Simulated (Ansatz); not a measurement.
**LaVO4 (P2_1/c): spin-orbit coupling beyond the local functionals**

How far does spin-orbit coupling move the gap of LaVO4 (P2_1/c)?

Method: density functionals with and without spin-orbit coupling, plane waves, PAW, in Ansatz 0.2.0.

**Experimental background.**

- Gap 3.5 ± 0.2 eV: earlier reported experimental gap; powder (literature value) (quoted in “Structural phase transition and its consequences on optical behavior of LaV1-xNbxO4”, 2021, arxiv:2102.02442).

- Gap 3.4 eV: indirect optical gap from Tauc plot; diffuse reflectance, Kubelka-Munk; 300 K; powder (solid-state reaction, sintered at 1250 C) (“Structural phase transition and its consequences on optical behavior of LaV1-xNbxO4”, 2021, arxiv:2102.02442).

This is a report of a sequence of runs, with most program output left out.

In doubt: the elements are of a kind flagged for part-filled d or f shells, though by formal charges that shell is empty here, so the flag may not apply.

### 1. The starting structure

The structure is monoclinic, space group P2_1/c (No. 14). Conventional cell: a = 6.725 Å, b = 7.283 Å, c = 8.399 Å, α = 90.00°, β = 125.80°, γ = 90.00°. Nearest to La lie 9 O at 2.49 to 2.89 Å. Nearest to V lie 4 O at 1.70 to 1.72 Å. Nearest to O lie 1 V at 1.72 Å and 2 La at 2.49 to 2.53 Å. O has 1 V at 1.70 Å and 2 La at 2.50 to 2.53 Å nearest. Nearest to O lie 1 V at 1.70 Å and 2 La at 2.52 to 2.68 Å. Nearest to O lie 1 V at 1.72 Å and 3 La at 2.56 to 2.89 Å. Farther neighbours and most contacts between anions are not listed.

The cell and positions come from the Crystallography Open Database and are kept as given unless a step says otherwise. Spin-orbit coupling is left out unless a step names it. The default PAW set here is soft_2. Its files were made with PBE.

### 2. HSE06, 2×2×2 mesh

This step: DFT, HSE06, plane waves, PAW.

The input, input.yaml:

```yaml
crystal:
  lattice:
    - [6.725, 0.0, 0.0]
    - [0.0, 7.2827, 0.0]
    - [-4.9123006198, 0.0, 6.8121466218]
  atoms:
    - { symbol: La, position: [0.827399, 0.157198, 0.723776] }
    - { symbol: La, position: [0.172601, 0.657198, 0.776224] }
    - { symbol: La, position: [0.172601, 0.842802, 0.276224] }
    - { symbol: La, position: [0.827399, 0.342802, 0.223776] }
    - { symbol: V, position: [0.31429, 0.16481, 0.69917] }
    - { symbol: V, position: [0.68571, 0.66481, 0.80083] }
    - { symbol: V, position: [0.68571, 0.83519, 0.30083] }
    - { symbol: V, position: [0.31429, 0.33519, 0.19917] }
    - { symbol: O, position: [0.8171, 0.4979, 0.7446] }
    - { symbol: O, position: [0.1829, 0.9979, 0.7554] }
    - { symbol: O, position: [0.1829, 0.5021, 0.2554] }
    - { symbol: O, position: [0.8171, 0.0021, 0.2446] }
    - { symbol: O, position: [0.6098, 0.2795, 0.3821] }
    - { symbol: O, position: [0.3902, 0.7795, 0.1179] }
    - { symbol: O, position: [0.3902, 0.7205, 0.6179] }
    - { symbol: O, position: [0.6098, 0.2205, 0.8821] }
    - { symbol: O, position: [0.6587, 0.895, 0.4829] }
    - { symbol: O, position: [0.3413, 0.395, 0.0171] }
    - { symbol: O, position: [0.3413, 0.105, 0.5171] }
    - { symbol: O, position: [0.6587, 0.605, 0.9829] }
    - { symbol: O, position: [0.8898, 0.8436, 0.8857] }
    - { symbol: O, position: [0.1102, 0.3436, 0.6143] }
    - { symbol: O, position: [0.1102, 0.1564, 0.1143] }
    - { symbol: O, position: [0.8898, 0.6564, 0.3857] }
kpoints:
  mp_grid: { grid: [2, 2, 2] }
  band_path:
    path:
      - [0.0, 0.0, 0.0]
      - [0.0, 0.5, 0.0]
      - [0.0, 0.5, 0.5]
      - [0.0, 0.0, 0.5]
      - [-0.5, 0.0, 0.5]
      - [-0.5, 0.5, 0.5]
      - [-0.5, 0.5, 0.0]
      - [-0.5, 0.0, 0.0]
      - [-0.5, 0.35, 0.0]
      - [-0.5, 0.1, 0.0]
    npoints: 1
hamiltonian:
  xc: hse06
scf:
  occupations: { method: fixed }
  n_extra_bands: 12
output:
  eigenvalues: true
```

The run is started by

```bash
ansatz run input.yaml --threads 24 --pin off --max-ram 82944MiB --backend cuda --events-out ev --progress --plain --runs-dir out --devices 1 --max-vram 78GiB
```

The job ended after 20 s (1 × NVIDIA GB200 (shared by 2 runs) with 24 threads of Arm Neoverse V2, shared host; peak memory 1.9 GiB; 2.8 min of CPU time).

Numbers from this step:

| Item | Value |
| --- | --- |
| gap | 5.123 eV |
| valence top at | Y_2 |
| conduction bottom at | k = (-0.500, 0.350, 0.000) |
| least direct gap | 5.224 eV |
| exact-exchange fraction | 0.25 |

The gap is indirect, with the least direct gap 0.10 eV higher.

### 3. HSE06+SOC, 2×2×2 mesh

Spin-orbit coupling can split or shift the edges; a non-collinear run measures by how much.

This step: DFT, HSE06 with spin-orbit coupling, plane waves, PAW.

input.yaml, as its differences from that of step 2:

```diff
@@ -49,3 +49,6 @@
   occupations: { method: fixed }
-  n_extra_bands: 12
+  n_extra_bands: 24
+magnetization:
+  noncollinear: true
+  spin_orbit: true
 output:
```

Wall time 63 s (1 × NVIDIA GB200 (shared by 2 runs) with 24 threads); peak memory 4.5 GiB; 12 min of CPU time.

Numbers from this step:

* gap: 5.122 eV
* valence top at: Y_2
* conduction bottom at: k = (-0.500, 0.350, 0.000)
* least direct gap: 5.223 eV
* exact-exchange fraction: 0.25

The gap is that of HSE06.

### 4. Together

Times are wall times on 1 × NVIDIA GB200 (shared by 2 runs) with 24 threads of Arm Neoverse V2, shared host, good to a factor of about two.

```csv
level,gap (eV),with coupling (eV),change (eV),time,with coupling
HSE06,5.12,5.12,−0.001,20 s,63 s
```

### 5. What came out

```
HSE06     : 5.12 eV
HSE06+SOC : 5.12 eV
```

What this shows: Spin-orbit coupling changes the gap by −0.001 eV and the least direct gap by −0.001 eV. Against experiment, by HSE06+SOC: the gap of 5.12 eV lies +1.62 eV from the measured 3.5 ± 0.2 eV (kind not stated, quoted 2021); the gap of 5.12 eV lies +1.72 eV from the measured 3.4 eV (indirect, 300 K, 2021). The lattice is static and excitons are left out. The runs have no spin polarisation. For a closed low-spin shell that is the natural state; where a d or f shell is open it is a constraint, and the gap is then not the crystal's own.

[Paths, hosts, dates, memory and timing lines, banners, echoed tables and standing remarks are left out of the program output.]

[Logs are printed without paths, hosts, clocks, repeated set-up lines and the standing remarks that a program may print on its own settings, such as how far it seeks lower states.]

[Runs of the session that timed out or met a known fault of the program may be left out.]

[Cells called generated may have been cut or substituted from an entry of the Crystallography Open Database or the Materials Project.]

[Hosts, paths, dates, database ids (printed as entryN), source tags and the programs' standing remarks are cut or masked in the printed files.]
